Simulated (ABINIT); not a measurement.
# A GW chain in ABINIT: Li3OCl (Pm-3m), part 2 of 3

Wanted: ground state, empty states, screening and self-energy for Li3OCl (Pm-3m).

ABINIT 10.8.3; PBEsol and many-body steps on it, plane waves. Known limits of the many-body steps: not at the basis limit; coarse k mesh.

So far. Step 2 (Ground state): The gap is indirect, with the least direct gap 0.10 eV higher.

## Step 3: Bands along the symmetry lines

Level of this step: DFT, PBEsol, plane waves, norm-conserving pseudopotentials (ABINIT).

The cheap functional maps the bands first; the places of the edges decide which points the dearer methods must see.

File run.abi:

```
acell 3*1.0 Angstrom
rprim 
  3.908337000000 0.000000000000 0.000000000000
  0.000000000000 3.908337000000 0.000000000000
  0.000000000000 0.000000000000 3.908337000000
ntypat 3
znucl 3 17 8
natom 5
typat 1 1 1 2 3
xred 
  0.000000000000 0.500000000000 0.500000000000
  0.500000000000 0.000000000000 0.500000000000
  0.500000000000 0.500000000000 0.000000000000
  0.000000000000 0.000000000000 0.000000000000
  0.500000000000 0.500000000000 0.500000000000
pp_dirpath "pseudos"
pseudos "Li.upf, Cl.upf, O.upf"
ecut 36
iscf -2
irdden 1
kptopt 0
nkpt 50
kpt 
  0.00000000 0.00000000 0.00000000
  0.00000000 0.06250000 0.00000000
  0.00000000 0.12500000 0.00000000
  0.00000000 0.18750000 0.00000000
  0.00000000 0.25000000 0.00000000
  0.00000000 0.31250000 0.00000000
  0.00000000 0.37500000 0.00000000
  0.00000000 0.43750000 0.00000000
  0.00000000 0.50000000 0.00000000
  0.06250000 0.50000000 0.00000000
  0.12500000 0.50000000 0.00000000
  0.18750000 0.50000000 0.00000000
  0.25000000 0.50000000 0.00000000
  0.31250000 0.50000000 0.00000000
  0.37500000 0.50000000 0.00000000
  0.43750000 0.50000000 0.00000000
  0.50000000 0.50000000 0.00000000
  0.43750000 0.43750000 0.00000000
  0.37500000 0.37500000 0.00000000
  0.31250000 0.31250000 0.00000000
  0.25000000 0.25000000 0.00000000
  0.18750000 0.18750000 0.00000000
  0.12500000 0.12500000 0.00000000
  0.06250000 0.06250000 0.00000000
  0.00000000 0.00000000 0.00000000
  0.06250000 0.06250000 0.06250000
  0.12500000 0.12500000 0.12500000
  0.18750000 0.18750000 0.18750000
  0.25000000 0.25000000 0.25000000
  0.31250000 0.31250000 0.31250000
  0.37500000 0.37500000 0.37500000
  0.43750000 0.43750000 0.43750000
  0.50000000 0.50000000 0.50000000
  0.43750000 0.50000000 0.43750000
  0.37500000 0.50000000 0.37500000
  0.31250000 0.50000000 0.31250000
  0.25000000 0.50000000 0.25000000
  0.18750000 0.50000000 0.18750000
  0.12500000 0.50000000 0.12500000
  0.06250000 0.50000000 0.06250000
  0.00000000 0.50000000 0.00000000
  0.50000000 0.50000000 0.50000000
  0.50000000 0.50000000 0.43750000
  0.50000000 0.50000000 0.37500000
  0.50000000 0.50000000 0.31250000
  0.50000000 0.50000000 0.25000000
  0.50000000 0.50000000 0.18750000
  0.50000000 0.50000000 0.12500000
  0.50000000 0.50000000 0.06250000
  0.50000000 0.50000000 0.00000000
istwfk *1
nband 18
nbdbuf 2
tolwfr 1e-08
nstep 40
prtwf 0
prtvol 0
indata_prefix "in"
outdata_prefix "out"
tmpdata_prefix "tmp"
```

On the command line:

```bash
$ OMP_NUM_THREADS=1 mpirun -n 8 abinit run.abi > log
```

Numbers of over 12 decimals in the logs are rounded to 6 here.

The program printed:

```text
.Version 10.8.3 of ABINIT. v10.8.2 released Aug 2026.

 Symmetries : space group Pm -3 m (#221); Bravais cP (primitive cubic)
[... echo of the input left out ...]
== DATASET  1 ==================================================================
-   mpi_nproc: 8, omp_nthreads: 1 (-1 if OMP is not activated)

--- !DatasetInfo
iteration_state: {dtset: 1, }
dimensions: {natom: 5, nkpt: 50, mband: 18, nsppol: 1, nspinor: 1, nspden: 1, mpw: 4224, }
cutoff_energies: {ecut:  36.0, pawecutdg:  -1.0, }
electrons: {nelect:   2.20000000E+01, charge:   0.00000000E+00, occopt:   1.00000000E+00, tsmear:   1.00000000E-02, }

 Real(R)+Recip(G) space primitive vectors, cartesian coordinates (Bohr,Bohr^-1):
 R(1)=  7.3856865  0.0000000  0.0000000  G(1)=  0.1353970  0.0000000  0.0000000
 R(2)=  0.0000000  7.3856865  0.0000000  G(2)=  0.0000000  0.1353970  0.0000000
 R(3)=  0.0000000  0.0000000  7.3856865  G(3)=  0.0000000  0.0000000  0.1353970
 Unit cell volume ucvol=  4.0287713E+02 bohr^3
 Angles (23,13,12)=  9.00000000E+01  9.00000000E+01  9.00000000E+01 degrees

 getcut: wavevector=  0.0000  0.0000  0.0000  ngfft=  40  40  40
         ecut(hartree)=     36.000   => boxcut(ratio)=   2.00518

--- Pseudopotential description ------------------------------------------------
- Li Generated using ONCVPSP code by D. R. Hamann
-  3.00000   3.00000  180301                  znucl, zion, pspdat
12 -116133 1 -1 1944                          pspcod,pspxc,lmax,lloc,mmax
     nproj     2     2     0
  pspatm : epsatm=    2.60875052
         --- l  ekb(1:nproj) -->
             0   -4.855856   -1.482423
             1   -2.171544   -0.427615
 pspatm: atomic psp has been read  and splines computed

- Cl Generated using ONCVPSP code by D. R. Hamann
- 17.00000   7.00000  180301                  znucl, zion, pspdat
12 -116133 2 -1 1028                          pspcod,pspxc,lmax,lloc,mmax
     nproj     2     2     2
  pspatm : epsatm=    8.95520293
         --- l  ekb(1:nproj) -->
             0    8.193503    0.707970
[...]
pspatm: atomic psp has been read  and splines computed

- O Generated using ONCVPSP code by D. R. Hamann
-  8.00000   6.00000  180301                  znucl, zion, pspdat
12 -116133 2 -1 936                           pspcod,pspxc,lmax,lloc,mmax
     nproj     2     2     1
  pspatm : epsatm=    6.22910120
         --- l  ekb(1:nproj) -->
[...]
2   -1.335834
 pspatm: atomic psp has been read  and splines computed

--------------------------------------------------------------------------------

================================================================================
 prteigrs : about to open file out_EIG
 Non-SCF case, kpt    1 (  0.00000  0.00000  0.00000), residuals and eigenvalues=
  1.07E-09  2.98E-09  6.64E-09  6.06E-09  3.59E-09  1.18E-09  3.35E-09  9.05E-09
[...]
Non-SCF case, kpt   49 (  0.50000  0.50000  0.06250), residuals and eigenvalues=
[...]
Non-SCF case, kpt   50 (  0.50000  0.50000  0.00000), residuals and eigenvalues=
[...]
-9.7035E-02 -3.2284E-02  1.5037E-02  4.7091E-02  4.7091E-02  2.2026E-01
  2.9144E-01  3.3394E-01  3.3394E-01  4.1970E-01  4.1970E-01  5.5627E-01

--- !ResultsGS
iteration_state: {dtset: 1, }
comment   : Summary of ground state results
lattice_vectors:
- [  7.3856865,   0.0000000,   0.0000000, ]
- [  0.0000000,   7.3856865,   0.0000000, ]
- [  0.0000000,   0.0000000,   7.3856865, ]
lattice_lengths: [   7.38569,    7.38569,    7.38569, ]
lattice_angles: [ 90.000,  90.000,  90.000, ] # degrees, (23, 13, 12)
lattice_volume:   4.0287713E+02
convergence: {deltae:  0.000E+00, res2:  0.000E+00, residm:  9.994E-09, diffor:  0.000E+00, }
etotal    :  -5.45622844E+01
entropy   :   0.00000000E+00
fermie    :   4.70913236E-02
cartesian_stress_tensor: null
pressure_GPa: null
xred      :
- [  0.0000E+00,   5.0000E-01,   5.0000E-01, Li]
- [  5.0000E-01,   0.0000E+00,   5.0000E-01, Li]
- [  5.0000E-01,   5.0000E-01,   0.0000E+00, Li]
- [  0.0000E+00,   0.0000E+00,   0.0000E+00, Cl]
- [  5.0000E-01,   5.0000E-01,   5.0000E-01,  O]
cartesian_forces: null
force_length_stats: {min: null, max: null, mean: null, }

 Integrated electronic density in atomic spheres:
 ------------------------------------------------
 Atom  Sphere_radius  Integrated_density
[...]
================================================================================

 ----iterations are completed or convergence reached----

 Mean square residual over all n,k,spin=   49.927E-10; max=  99.937E-10
 reduced coordinates (array xred) for    5 atoms
[...]
0.000000000000      0.000000000000      0.000000000000
       0.500000000000      0.500000000000      0.500000000000

 cartesian coordinates (angstrom) at end:
    1      0.000000     1.954168     1.954168
    2      1.954168     0.000000     1.954168
    3      1.954168     1.954168     0.000000
    4      0.000000     0.000000     0.000000
    5      1.954168     1.954168     1.954168
 length scales=  1.889726125908  1.889726125908  1.889726125908 bohr
              =  1.000000000000  1.000000000000  1.000000000000 angstroms
 prteigrs : about to open file out_EIG
 Eigenvalues (hartree) for nkpt=  50  k points:
 kpt#   1, nband= 18, wtk=  1.00000, kpt=  0.0000  0.0000  0.0000 (reduced coord)
[...]
kpt#   2, nband= 18, wtk=  1.00000, kpt=  0.0000  0.0625  0.0000 (reduced coord)
[...]
kpt#   3, nband= 18, wtk=  1.00000, kpt=  0.0000  0.1250  0.0000 (reduced coord)
[...]
kpt#  49, nband= 18, wtk=  1.00000, kpt=  0.5000  0.5000  0.0625 (reduced coord)
[...]
0.41877    0.55934
 kpt#  50, nband= 18, wtk=  1.00000, kpt=  0.5000  0.5000  0.0000 (reduced coord)
  -1.52583   -1.52580   -1.52580   -0.49543   -0.47969   -0.09704   -0.09704   -0.03228
   0.01504    0.04709    0.04709    0.22026    0.29144    0.33394    0.33394    0.41970
   0.41970    0.55627

== END DATASET(S) ==============================================================
================================================================================

 -outvars: echo values of variables after computation  --------
            nband          18
             nkpt          50
          spgroup         221
 [... the other variables as echoed above ...]

 Calculation completed.
```

Run time: 12 s. Hardware: 8 MPI ranks of Arm Neoverse V1, shared host; peak memory 0.53 GiB; 96 s of CPU time.

Numbers from this step:

```
gap                        : 4.610 eV
k of the valence top       : 0.5, 0.5, 0
k of the conduction bottom : 0, 0, 0
least direct gap           : 4.712 eV
```

The gap is 4.610 eV, as in the run before at this level.

The electronic bands at the labelled points (eV, zero at the top of the highest filled band):

```csv
point,band 8,band 9,band 10,band 11,band 12,band 13,band 14,band 15
Γ,-2.97,-0.50,-0.50,-0.50,4.61,6.87,6.87,11.59
halfway,-2.72,-0.81,-0.73,-0.73,5.48,6.61,8.08,9.62
X,-2.37,-1.07,-1.07,-0.98,6.35,6.39,8.82,8.82
halfway,-2.27,-0.98,-0.53,-0.38,5.44,7.41,7.96,8.29
M,-2.16,-0.87,0.00,0.00,4.71,6.65,7.81,7.81
halfway,-2.52,-0.99,-0.83,-0.27,5.53,7.44,8.39,8.44
Γ,-2.97,-0.50,-0.50,-0.50,4.61,6.87,6.87,11.59
halfway,-3.06,-0.67,-0.55,-0.55,6.57,7.64,7.64,7.66
R,-3.58,-0.71,-0.71,-0.71,8.59,8.59,8.59,8.65
halfway,-3.03,-0.89,-0.41,-0.26,6.44,7.09,7.45,8.70
X,-2.37,-1.07,-1.07,-0.98,6.35,6.39,8.82,8.82
jump to R,-3.58,-0.71,-0.71,-0.71,8.59,8.59,8.59,8.65
halfway,-2.95,-0.79,-0.34,-0.34,6.48,7.36,7.91,7.91
M,-2.16,-0.87,0.00,0.00,4.71,6.65,7.81,7.81
```

## Step 4: Empty states on the mesh, 4×4×4 mesh, 72 bands

The sums over transitions need many empty states on a uniform mesh; this step solves for them.

File run.abi:

```
acell 3*1.0 Angstrom
rprim 
  3.908337000000 0.000000000000 0.000000000000
  0.000000000000 3.908337000000 0.000000000000
  0.000000000000 0.000000000000 3.908337000000
ntypat 3
znucl 3 17 8
natom 5
typat 1 1 1 2 3
xred 
  0.000000000000 0.500000000000 0.500000000000
  0.500000000000 0.000000000000 0.500000000000
  0.500000000000 0.500000000000 0.000000000000
  0.000000000000 0.000000000000 0.000000000000
  0.500000000000 0.500000000000 0.500000000000
pp_dirpath "pseudos"
pseudos "Li.upf, Cl.upf, O.upf"
ecut 36
ngkpt 4 4 4
nshiftk 1
shiftk 0 0 0
kptopt 1
chksymbreak 0
iscf -2
irdden 1
istwfk *1
nband 72
nbdbuf 6
tolwfr 1e-09
nstep 60
prtvol 0
indata_prefix "in"
outdata_prefix "out"
tmpdata_prefix "tmp"
```

The program printed:

```text
.Version 10.8.3 of ABINIT. v10.8.2 released Aug 2026.

 Symmetries : space group Pm -3 m (#221); Bravais cP (primitive cubic)
[... echo of the input left out ...]
== DATASET  1 ==================================================================
-   mpi_nproc: 8, omp_nthreads: 1 (-1 if OMP is not activated)
-    --> not optimal distribution: autoparal keyword recommended in input file <--

--- !DatasetInfo
iteration_state: {dtset: 1, }
dimensions: {natom: 5, nkpt: 10, mband: 72, nsppol: 1, nspinor: 1, nspden: 1, mpw: 4224, }
cutoff_energies: {ecut:  36.0, pawecutdg:  -1.0, }
electrons: {nelect:   2.20000000E+01, charge:   0.00000000E+00, occopt:   1.00000000E+00, tsmear:   1.00000000E-02, }

 Real(R)+Recip(G) space primitive vectors, cartesian coordinates (Bohr,Bohr^-1):
 R(1)=  7.3856865  0.0000000  0.0000000  G(1)=  0.1353970  0.0000000  0.0000000
 R(2)=  0.0000000  7.3856865  0.0000000  G(2)=  0.0000000  0.1353970  0.0000000
 R(3)=  0.0000000  0.0000000  7.3856865  G(3)=  0.0000000  0.0000000  0.1353970
 Unit cell volume ucvol=  4.0287713E+02 bohr^3
 Angles (23,13,12)=  9.00000000E+01  9.00000000E+01  9.00000000E+01 degrees

 getcut: wavevector=  0.0000  0.0000  0.0000  ngfft=  40  40  40
         ecut(hartree)=     36.000   => boxcut(ratio)=   2.00518

--- Pseudopotential description ------------------------------------------------
- Li Generated using ONCVPSP code by D. R. Hamann
-  3.00000   3.00000  180301                  znucl, zion, pspdat
12 -116133 1 -1 1944                          pspcod,pspxc,lmax,lloc,mmax
     nproj     2     2     0
  pspatm : epsatm=    2.60875052
         --- l  ekb(1:nproj) -->
             0   -4.855856   -1.482423
             1   -2.171544   -0.427615
 pspatm: atomic psp has been read  and splines computed

- Cl Generated using ONCVPSP code by D. R. Hamann
- 17.00000   7.00000  180301                  znucl, zion, pspdat
12 -116133 2 -1 1028                          pspcod,pspxc,lmax,lloc,mmax
     nproj     2     2     2
  pspatm : epsatm=    8.95520293
         --- l  ekb(1:nproj) -->
             0    8.193503    0.707970
[...]
pspatm: atomic psp has been read  and splines computed

- O Generated using ONCVPSP code by D. R. Hamann
-  8.00000   6.00000  180301                  znucl, zion, pspdat
12 -116133 2 -1 936                           pspcod,pspxc,lmax,lloc,mmax
     nproj     2     2     1
  pspatm : epsatm=    6.22910120
         --- l  ekb(1:nproj) -->
[...]
2   -1.335834
 pspatm: atomic psp has been read  and splines computed

--------------------------------------------------------------------------------

================================================================================
 prteigrs : about to open file out_EIG
 Non-SCF case, kpt    1 (  0.00000  0.00000  0.00000), residuals and eigenvalues=
  9.12E-10  2.32E-10  4.15E-10  2.55E-10  2.48E-10  9.60E-11  1.75E-10  4.33E-10
  1.29E-10  2.31E-10  2.69E-10  8.53E-11  4.20E-11  6.52E-11  1.06E-10  1.69E-10
  2.06E-10  4.44E-11  6.43E-11  1.50E-10  4.27E-11  8.61E-11  6.48E-10  9.18E-11
[...]
-1.5275E+00 -1.5250E+00 -1.5250E+00 -5.0410E-01 -4.7234E-01 -6.1968E-02
 -6.1968E-02 -6.1968E-02  2.8594E-02  2.8594E-02  2.8594E-02  2.1652E-01
  2.9964E-01  2.9964E-01  4.7288E-01  4.7288E-01  4.7288E-01  4.8388E-01
[...]
1.6498E+00  1.7056E+00  1.7056E+00  1.7056E+00  1.7531E+00  1.7531E+00
  1.8509E+00  1.8509E+00  1.8509E+00  1.8856E+00  1.9583E+00  1.9608E+00
 prteigrs : prtvol=0 or 1, do not print more k-points.

--- !ResultsGS
iteration_state: {dtset: 1, }
comment   : Summary of ground state results
lattice_vectors:
- [  7.3856865,   0.0000000,   0.0000000, ]
- [  0.0000000,   7.3856865,   0.0000000, ]
- [  0.0000000,   0.0000000,   7.3856865, ]
lattice_lengths: [   7.38569,    7.38569,    7.38569, ]
lattice_angles: [ 90.000,  90.000,  90.000, ] # degrees, (23, 13, 12)
lattice_volume:   4.0287713E+02
convergence: {deltae:  0.000E+00, res2:  0.000E+00, residm:  9.994E-10, diffor:  0.000E+00, }
etotal    :  -5.45622844E+01
entropy   :   0.00000000E+00
fermie    :   4.70913236E-02
cartesian_stress_tensor: null
pressure_GPa: null
xred      :
- [  0.0000E+00,   5.0000E-01,   5.0000E-01, Li]
- [  5.0000E-01,   0.0000E+00,   5.0000E-01, Li]
- [  5.0000E-01,   5.0000E-01,   0.0000E+00, Li]
- [  0.0000E+00,   0.0000E+00,   0.0000E+00, Cl]
- [  5.0000E-01,   5.0000E-01,   5.0000E-01,  O]
cartesian_forces: null
force_length_stats: {min: null, max: null, mean: null, }

 Integrated electronic density in atomic spheres:
 ------------------------------------------------
 Atom  Sphere_radius  Integrated_density
[...]
================================================================================

 ----iterations are completed or convergence reached----

 Mean square residual over all n,k,spin=   35.062E-11; max=  99.939E-11
 reduced coordinates (array xred) for    5 atoms
[...]
0.000000000000      0.000000000000      0.000000000000
       0.500000000000      0.500000000000      0.500000000000

 cartesian coordinates (angstrom) at end:
    1      0.000000     1.954168     1.954168
    2      1.954168     0.000000     1.954168
    3      1.954168     1.954168     0.000000
    4      0.000000     0.000000     0.000000
    5      1.954168     1.954168     1.954168
 length scales=  1.889726125908  1.889726125908  1.889726125908 bohr
              =  1.000000000000  1.000000000000  1.000000000000 angstroms
 prteigrs : about to open file out_EIG
 Eigenvalues (hartree) for nkpt=  10  k points:
 kpt#   1, nband= 72, wtk=  0.01563, kpt=  0.0000  0.0000  0.0000 (reduced coord)
[...]
1.62544    1.64092    1.64976    1.64976    1.64976    1.70556    1.70556    1.70556
   1.75311    1.75311    1.85088    1.85088    1.85089    1.88558    1.95829    1.96077
 prteigrs : prtvol=0 or 1, do not print more k-points.

== END DATASET(S) ==============================================================
================================================================================

 -outvars: echo values of variables after computation  --------
            nband          72
             nkpt          10
          spgroup         221
 [... the other variables as echoed above ...]

 Calculation completed.
```

Run time: 16 s. Hardware: 8 MPI ranks; peak memory 0.52 GiB; 2.2 min of CPU time.

Numbers from this step:

| Item | Value |
| --- | --- |
| gap | 4.610 eV |
| k of the valence top | 0.5, 0.5, 0 |
| k of the conduction bottom | 0, 0, 0 |
| least direct gap | 4.712 eV |
| k points computed | 10 |
| lowest point of the top converged band, above the valence top | 46.42 eV |

On this mesh the gap is 4.610 eV.

## Step 5: Screening, 4×4×4 mesh, 66 bands, screening to 106.1 eV

The RPA dielectric matrix is built and inverted for each q.

This step: RPA screening on PBEsol, plane waves, norm-conserving pseudopotentials.

Changes to run.abi since step 4:

```diff
@@ -23,10 +23,11 @@
 chksymbreak 0
-iscf -2
-irdden 1
 istwfk *1
-nband 72
-nbdbuf 6
-tolwfr 1e-09
-nstep 60
-prtvol 0
+occopt 1
+irdwfk 1
+optdriver 3
+nband 66
+ecuteps 3.9
+inclvkb 2
+awtr 1
+symchi 1
 indata_prefix "in"
```

The program printed:

```text
.Version 10.8.3 of ABINIT. v10.8.2 released Aug 2026.

 Symmetries : space group Pm -3 m (#221); Bravais cP (primitive cubic)
[... echo of the input left out ...]
== DATASET  1 ==================================================================
-   mpi_nproc: 8, omp_nthreads: 1 (-1 if OMP is not activated)

--- !DatasetInfo
iteration_state: {dtset: 1, }
dimensions: {natom: 5, nkpt: 10, mband: 66, nsppol: 1, nspinor: 1, nspden: 1, mpw: 4224, }
cutoff_energies: {ecut:  36.0, pawecutdg:  -1.0, }
electrons: {nelect:   2.20000000E+01, charge:   0.00000000E+00, occopt:   1.00000000E+00, tsmear:   1.00000000E-02, }

 SCREENING: Calculation of the susceptibility and dielectric matrices

 Based on a program developped by R.W. Godby, V. Olevano, G. Onida, and L. Reining.
 Incorporated in ABINIT by V. Olevano, G.-M. Rignanese, and M. Torrent.
.Using double precision arithmetic ; gwpc =  8

[... cell and pseudopotentials left out ...]
--------------------------------------------------------------------------------

 ==== K-mesh for the wavefunctions ====
 Number of points in the irreducible wedge :    10
[... list of points left out ...]
 Together with 48 symmetry operations and time-reversal symmetry
 yields    64 points in the full Brillouin Zone.

 ==== Q-mesh for the screening function ====
 Number of points in the irreducible wedge :    10
[... list of points left out ...]
 Together with 48 symmetry operations and time-reversal symmetry
 yields    64 points in the full Brillouin Zone.

 setmesh: FFT mesh size selected  =    27x   27x   27
          total number of points  =        19683

 vcoul_init : cutoff-mode = AUXILIARY_FUNCTION
 q-points for optical limit:   1
     1)      0.000010    0.000020    0.000030

- screening: taking advantage of time-reversal symmetry
- Maximum band index for partially occupied states nbvw = 11
- Remaining bands to be divided among processors   nbcw = 55
- Number of bands treated by each node ~6

 Number of electrons calculated from density =   22.0000; Expected =   22.0000
 average of density, n =  0.054607
 r_s =    1.6351
 omega_plasma =   22.5414 [eV]

 calculating chi0 at frequencies [eV] :
  1    0.000000E+00    0.000000E+00
  2    0.000000E+00    2.254139E+01

--------------------------------------------------------------------------------
  q-point number  1        q = ( 0.000000, 0.000000, 0.000000) [r.l.u.]
--------------------------------------------------------------------------------
[... chi0 elements left out ...]
 For q-point:  0.000010 0.000020 0.000030
  dielectric constant =   3.0160
  dielectric constant without local fields =   3.3988

  Average fulfillment of the sum rule on Im[epsilon] for q-point    1 :     53.48  [%]
[... wings left out ...]
  q-point number  2        q = ( 0.250000, 0.000000, 0.000000) [r.l.u.]
--------------------------------------------------------------------------------
[... chi0 elements left out ...]
  Average fulfillment of the sum rule on Im[epsilon] for q-point    2 :     66.55  [%]

 [... 8 further q-points ...]
```

Elapsed: 12 s, on 8 MPI ranks; peak memory 1.3 GiB; 96 s of CPU time.

This step gave:

```yaml
eps_infinity_with_local_fields_on_this_mesh_along_the_program_s_q_direction: 3.016
the_same_without_local_fields: 3.399
plasma_frequency: 22.54 eV
plane_waves_in_the_screening_matrix: 147
```

Local fields lower ε∞ by 11 %. On a Γ-centred mesh this coarse the value itself is usually too large, while a short band sum pulls it down.

[end of part 2 of 3]

[Paths, hosts, dates, memory and timing lines, banners, echoed tables and standing remarks are left out of the program output.]

[Logs are printed without paths, hosts, clocks, repeated set-up lines and the standing remarks that a program may print on its own settings, such as how far it seeks lower states.]

[Runs of the session that timed out or met a known fault of the program may be left out.]

[Hosts, paths, dates, database ids (printed as entryN), source tags and the programs' standing remarks are cut or masked in the printed files.]

[G0W0 gaps are taken among the corrected bands and points alone; a level outside them can change the order at an edge.]

[Where Ansatz stands beside ABINIT at settings called matched, ABINIT's density can come from a denser mesh and the files from another edition; pairs whose starting gaps differed by over 0.03 eV were left out, so agreement reads better than it is.]
